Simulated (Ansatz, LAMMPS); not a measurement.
## Glassy 80GeO2-20K2O (mol %) (105 atoms): geometry optimisation

Aim: bring glassy 80GeO2-20K2O (mol %) (105 atoms) to a nearby minimum of the energy and see what moves.

Program: Ansatz 0.2.0. Level of theory: Kohn-Sham DFT, PBE, PAW (set soft_2), plane waves. Results are calculated unless marked as measured.

## 1. The starting structure

The cell holds 105 atoms: 28 Ge, 14 K and 63 O. Its edges and angles: a = 12.141 Å, b = 12.141 Å, c = 12.141 Å, α = 90.0°, β = 90.0°, γ = 90.0°. 105 atoms (28 Ge, 14 K, 63 O) placed at random at 3.46 g/cm³, melted at 4000 K for 10 ps at fixed volume with the Morse and Coulomb pair potential with partial charges (Pedone, Malavasi, Menziani, Cormack and Segre, J. Phys. Chem. B 110, 11780 (2006)). Quenched from 4000 K to 300 K at 10 K/ps and fixed volume, held 10 ps at zero pressure.

What the set-up can't give: The quench rate of 10 K/ps is orders of magnitude faster than experiment, which tends to freeze in extra defects. The network of bonds at the start is that of the classical potential that made the cell. The Brillouin zone is sampled at Γ only, in a cell whose shortest periodic width is 12 Å.

## 2. Single point at the start

A single point comes first, to see the forces before anything moves.

File input.yaml:

```yaml
crystal:
  lattice:
    - [12.14146, 0.0, 0.0]
    - [0.0, 12.14146, 0.0]
    - [0.0, 0.0, 12.14146]
  atoms:
    - { symbol: Ge, position: [0.68382, 0.18917, 0.29409] }
    - { symbol: Ge, position: [0.39876, 0.46814, 0.64498] }
    - { symbol: Ge, position: [0.20645, 0.35509, 0.29838] }
    - { symbol: Ge, position: [0.59018, 0.01713, 0.57595] }
    [... 95 atom lines left out ...]
    - { symbol: O, position: [0.42605, 0.9894, 0.22939] }
    - { symbol: O, position: [0.08721, 0.3222, 0.67156] }
    - { symbol: O, position: [0.43814, 0.34368, 0.03567] }
    - { symbol: O, position: [0.51428, 0.98216, 0.44992] }
    - { symbol: O, position: [0.86696, 0.29175, 0.04316] }
    - { symbol: O, position: [0.40648, 0.56992, 0.55961] }
kpoints:
  mp_grid: { grid: [1, 1, 1] }
hamiltonian:
  xc: pbe
scf:
  occupations: { method: fixed }
output:
  forces: true
  stress: true
  populations: true
  dos:
    method: { smearing: { sigma: 0.08 } }
    de: 0.1
    projected: { site_lists: { Ge: [Ge], K: [K], O: [O] } }
  eigenvalues: true
```

Started as:

```
$ ansatz run input.yaml --threads 4 --pin off --max-ram 8192MiB --backend cpu --events-out ev --progress --plain --runs-dir out
```

Wall time 48 s (4 threads of Arm Neoverse V1, shared host); peak memory 2.8 GiB; 3.1 min of CPU time.

The run gave:

| Quantity | Value |
| --- | --- |
| free energy | -177537.1684 eV |
| free energy per atom | -1690.8302 eV/atom |
| SCF cycles | 10 |
| pressure | 5.54 GPa |
| r.m.s. force component | 1.258 eV/Å |
| longest force | 4.81 eV/Å |
| Fermi energy | 4.34 eV |
| gap (highest filled to lowest empty level) | 1.12 eV |
| spilling of the projection | 0.005336 |

The r.m.s. force component of 1.3 eV/Å and the pressure of 5.5 GPa set the starting point.

Length of the force by element:

```csv
element,coordination,atoms,mean length of the force (eV/Å),spread,least,most
Ge,all,28,2.29,1.10,0.495,4.81
K,all,14,0.661,0.297,0.286,1.27
O,all,63,1.99,0.972,0.387,4.51
```

## 3. Relaxation

The atoms are relaxed in the fixed cell, aiming at the force tolerance of the input.

input.yaml, the sections that differ from step 2:

```yaml
output:
  forces: true
relax:
  f_tol: 0.05
  max_steps: 183
# crystal, kpoints, hamiltonian, scf: as in step 2
```

Run time: 7.1 min. Hardware: 4 threads; peak memory 2.6 GiB; 28 min of CPU time.

The steps of the relaxation:

```csv
step,energy less that of the first step (eV),largest force component (eV/Å)
1,0.0000,4.1409
2,-6.4116,2.7975
3,-10.5790,0.7187
4,-11.4574,0.3639
5,-11.9819,0.3437
6,-12.3648,0.3538
7,-12.6729,0.2398
8,-12.8134,0.2406
9,-12.8568,0.2318
10,-12.9280,0.1928
11,-12.9417,0.1087
12,-12.9583,0.0963
13,-12.9607,0.1093
14,-12.9647,0.0881
15,-12.9819,0.0584
16,-12.9923,0.0704
17,-13.0052,0.0681
18,-13.0103,0.0323
19,-13.0103,0.0323
```

The atoms that moved most (Å):

```csv
atom,dx,dy,dz,length
K37,0.197,0.267,1.425,1.463
O80,0.139,0.015,-1.347,1.354
K33,-0.080,1.146,-0.017,1.149
O48,-0.782,0.102,0.256,0.829
O49,-0.654,0.332,0.366,0.820
O100,-0.433,0.476,0.363,0.739
O85,0.087,0.222,0.680,0.721
O105,0.625,0.343,0.093,0.719
```

The relaxation changed the energy by -124 meV/atom, and atoms moved by 0.43 Å r.m.s., 1.5 Å at most.

## 4. Local order after relaxation

Bonds before and after, by the cutoffs listed below:

```csv
pair,bonds before,bonds after,mean before (Å),mean after (Å),spread before (Å),spread after (Å)
O-Ge,115,116,1.745,1.805,0.059,0.057
```

Density 3.33 g/cm³, 17.05 Å³ an atom.

Pair distribution functions g(r), in bins of 0.2 Å:

```csv
r (Å),total,O-O,O-Ge,O-K,Ge-Ge,Ge-K,K-K
1.60,0.09,0.00,0.29,0.00,0.00,0.00,0.00
1.80,4.28,0.00,13.35,0.00,0.00,0.00,0.00
2.00,0.24,0.00,0.74,0.00,0.00,0.00,0.00
2.20,0.00,0.00,0.00,0.00,0.00,0.00,0.00
2.40,0.06,0.06,0.00,0.26,0.00,0.00,0.00
2.60,0.68,0.79,0.00,2.49,0.00,0.00,0.00
2.80,1.73,3.35,0.10,3.09,0.00,0.00,0.00
3.00,1.53,3.55,0.09,1.37,0.00,0.00,0.00
3.20,0.82,0.91,0.28,0.79,2.96,0.88,0.00
3.40,0.96,0.38,0.51,0.69,5.04,2.01,2.51
3.60,0.88,0.55,0.76,0.76,0.56,3.20,2.77
3.80,0.99,0.66,1.28,0.72,0.25,1.89,4.00
4.00,0.90,0.67,1.29,0.46,0.33,2.17,0.00
4.20,0.96,0.54,1.57,1.10,0.41,0.82,0.00
4.40,1.00,0.74,1.51,0.79,0.65,0.93,0.75
4.60,1.19,0.98,1.82,0.61,1.21,0.77,0.69
4.80,1.11,1.10,1.21,1.43,0.56,0.46,1.27
5.00,0.98,1.09,0.69,1.25,1.52,0.59,1.17
5.20,0.98,1.36,0.57,1.25,0.88,0.54,0.54
5.40,1.18,1.42,0.83,1.42,1.44,0.76,1.26
5.60,1.03,1.30,0.71,1.06,1.16,0.92,1.14
5.80,0.87,0.94,0.82,0.87,0.98,0.55,1.10
6.00,0.89,0.87,0.90,0.90,1.26,0.86,0.00
```

Bonds by pair of elements; cutoffs follow the first minimum of g(r), held within bounds set by covalent radii, and pairs that aren't listed don't count as bonded:

```csv
pair A-B,cutoff (Å),bonds,mean length (Å),spread (Å),shortest (Å),B about A,A about B
O-Ge,2.27,116,1.80,0.057,1.69,1.84,4.14
O-K,3.15,68,2.77,0.149,2.47,1.08,4.86
```

The cutoff for O-K falls short of the minimum of g(r), so counts run low and odd coordinations can be artefacts.

How many atoms have how many bonded neighbours:

```csv
element,mean,2,3,4,5,6,7
Ge,4.14,0,0,24,4,0,0
K,4.86,0,0,5,7,1,1
O,2.92,20,28,15,0,0,0
```

Bond angles (no mean is given where the spread exceeds 20°):

```csv
angle,count,mean (°),spread (°)
O-Ge-O,184,109,13.1
O-K-O,136,-,-
Ge-O-K,109,109,17.5
Ge-O-Ge,53,137,10.1
K-O-K,32,-,-
```

Oxygen atoms by the number of network formers (Si, P, Ge, B, Al, As, Ga) bound to them:

```csv
network formers bound to O,O atoms,per cent
0,0,0
1,10,15.9
2,53,84.1
```

Network units: each former by its oxygen neighbours and how many of them bridge to another former:

```csv
former,O neighbours,bridging O,atoms
Ge,4,3,10
Ge,4,4,14
Ge,5,5,4
```

Bond length by coordination (bonds to H left out):

```csv
element,coordination,atoms,mean bond length (Å)
Ge,4,24,1.79
Ge,5,4,1.88
K,4,5,2.71
K,5,7,2.81
K,6,1,2.79
K,7,1,2.75
O,2,20,1.80
O,3,28,2.16
O,4,15,2.40
```

Rings of the network by King's shortest-path rule, up to 12 atoms, one path for each pair of neighbours; H, halogens, alkali and alkaline-earth atoms are left out, and the last column divides by all other atoms, bonded or not:

```csv
ring size (atoms),rings,per network atom
8,8,0.088
10,12,0.132
12,13,0.143
```

For some of the pairs, g(r) has its first main peak near 2.9 Å (O-O), 1.8 Å (O-Ge), 2.8 Å (O-K), 3.3 Å (Ge-Ge), 3.6 Å (Ge-K) and 3.8 Å (K-K). The O-Ge-O angle averages 109° with a spread of 13°. 84 % of the oxygens bridge two formers (Ge) and 16 % are non-bridging. The commonest Ge unit has 4 oxygens, 4 of them shared with other formers (14 of 28 atoms). Rings of 12 atoms are the most common (39 % of those counted); sizes run from 8 to 12, where the search stops.

## 5. Single point at the relaxed geometry

The electronic structure is read at the final geometry, in a run of its own.

File input.yaml:

```yaml
crystal:
  lattice:
    - [12.14146, 0.0, 0.0]
    - [0.0, 12.14146, 0.0]
    - [0.0, 0.0, 12.14146]
  atoms:
    - { symbol: Ge, position: [0.67821, 0.187, 0.28971] }
    - { symbol: Ge, position: [0.4215, 0.47891, 0.63774] }
    - { symbol: Ge, position: [0.21803, 0.35533, 0.29448] }
    - { symbol: Ge, position: [0.58108, 0.01697, 0.56851] }
    [... 95 atom lines left out ...]
    - { symbol: O, position: [0.39036, 0.02857, 0.25927] }
    - { symbol: O, position: [0.10948, 0.31024, 0.66237] }
    - { symbol: O, position: [0.45551, 0.37004, 0.99644] }
    - { symbol: O, position: [0.5342, 0.95886, 0.44181] }
    - { symbol: O, position: [0.88594, 0.28227, 0.05942] }
    - { symbol: O, position: [0.45792, 0.59819, 0.56724] }
kpoints:
  mp_grid: { grid: [1, 1, 1] }
hamiltonian:
  xc: pbe
scf:
  occupations: { method: fixed }
output:
  forces: true
  stress: true
  populations: true
  dos:
    method: { smearing: { sigma: 0.08 } }
    de: 0.1
    projected: { site_lists: { Ge: [Ge], K: [K], O: [O] } }
  eigenvalues: true
  write_density: true
  write_potential: true
  volumetric_format: npy
  elf: true
```

Run time: 49 s. Hardware: 4 threads; peak memory 2.8 GiB.

The program notes that the exchange-correlation potential is rough where the density is thin.

The run gave:

| Property | Result |
| --- | --- |
| free energy | -177550.1786 eV |
| free energy per atom | -1690.9541 eV/atom |
| SCF cycles | 10 |
| pressure | -1.594 GPa |
| r.m.s. force component | 0.00869 eV/Å |
| longest force | 0.03804 eV/Å |
| Fermi energy | 3.685 eV |
| gap (highest filled to lowest empty level) | 1.63 eV |
| spilling of the projection | 0.005167 |

Löwdin charges by element (they lack the spilled electrons, 0.044 e an atom on average):

```csv
element,coordination,atoms,mean charge (e),spread,least,most
Ge,all,28,1.51,0.0402,1.44,1.58
K,all,14,0.863,0.0079,0.850,0.874
O,all,63,-0.787,0.0606,-0.951,-0.708
```

States in the cell by windows of 1 eV, zero at the Fermi level; the larger projections on atomic orbitals stand beside the total:

```csv
from (eV),to (eV),total,O p,Ge p,Ge s,O s,K p
-18,-17,52.7,0.5,8.1,1.5,40.6,0.1
-17,-16,17.0,0.2,2.1,0.3,13.7,0.1
-16,-15,17.3,0.2,2.1,0.6,13.6,0.2
-15,-13,0.0,0.0,0.0,0.0,0.0,0.0
-13,-12,19.8,0.2,0.0,0.0,0.1,19.5
-12,-11,59.7,0.6,0.1,0.1,0.3,58.5
-11,-10,5.0,0.4,0.0,0.2,0.1,4.4
-10,-9,11.1,6.0,0.4,3.9,0.6,0.1
-9,-8,11.3,6.2,0.6,3.5,0.8,0.0
-8,-7,18.9,11.0,1.7,4.5,1.5,0.1
-7,-6,10.9,6.8,1.4,1.8,0.7,0.0
-6,-5,32.5,23.6,7.4,0.5,0.5,0.1
-5,-4,26.2,19.3,4.8,0.6,1.1,0.1
-4,-3,48.2,38.5,5.5,0.8,2.5,0.1
-3,-2,77.3,69.7,3.6,0.4,1.7,0.2
-2,-1,86.2,82.3,1.4,0.2,0.6,0.2
-1,0,53.2,50.5,1.1,0.1,0.3,0.2
0,1,1.7,1.6,0.0,0.0,0.0,0.0
1,2,2.0,0.4,0.1,0.7,0.4,0.0
2,3,2.7,0.8,0.3,1.1,0.4,0.0
3,4,15.1,4.3,1.8,5.7,2.1,0.0
4,5,14.3,4.0,2.2,5.0,1.7,0.0
```

The curve was stored every 0.10 eV, coarse against its broadening of 0.08 eV, so these counts are rough.

With fixed occupations the program's Fermi level is the highest filled level; weight inside the gap is the broadening of levels at its edges.

Between -26 and -18 eV lie 319 more states.

The levels nearest the highest filled one (over half full), pooled over k-points and spins:

```csv
level less the highest filled one (eV),occupation
-0.215,2
-0.191,2
-0.187,2
-0.118,2
-0.101,2
0,2
1.63,0
2.86,0
2.99,0
3.08,0
3.20,0
3.47,0
```

Mean Löwdin charges: Ge +1.51, K +0.86, O -0.79 e (they miss 0.52 % of the electrons, so they add up to more than the cell's charge). The largest share in the top eV of filled states is O p (96 % of the projected weight), and in the lowest eV of empty states Ge s (36 % of the projected weight).

## 6. Outcome

```
energy change in the relaxation                  : -123.9 meV/atom
r.m.s. displacement                              : 0.432 Å
largest displacement                             : 1.463 Å
free energy per atom                             : -1690.9541 eV/atom
pressure                                         : -1.594 GPa
r.m.s. force component                           : 0.00869 eV/Å
gap (highest filled to lowest empty level) : 1.63 eV
wall time of the 3 DFT runs                      : 8.8 min
```

In words: Relaxation lowers the energy by 124 meV/atom and moves atoms by 0.43 Å r.m.s.; the r.m.s. force component goes from 1.3 to 0.0087 eV/Å, the pressure goes from 5.5 to -1.6 GPa, and the gap from 1.12 to 1.63 eV. First to last step the energy falls by 13.010 eV; the largest move, 1.46 Å, is that of K37. The O-Ge bonds go from 1.745 Å (spread 0.059) to 1.805 Å (spread 0.057), and their number from 115 to 116. 84 % of the oxygens bridge two formers (Ge) and 16 % are non-bridging. The highest filled and lowest empty levels differ by 1.63 eV (at Γ alone); a semilocal functional tends to put such gaps too low. In a disordered cell it changes from sample to sample, and tail or defect levels can set it.

What to keep in mind: The starting topology of bonds comes from the classical model; in DFT atoms moved by 0.43 Å r.m.s. The pressure of -1.6 GPa shows the cell to be stretched for this functional.

[Logs are printed without paths, hosts, clocks, repeated set-up lines and the standing remarks that a program may print on its own settings, such as how far it seeks lower states.]

[Hosts, paths, dates, database ids (printed as entryN), source tags and the programs' standing remarks are cut or masked in the printed files.]
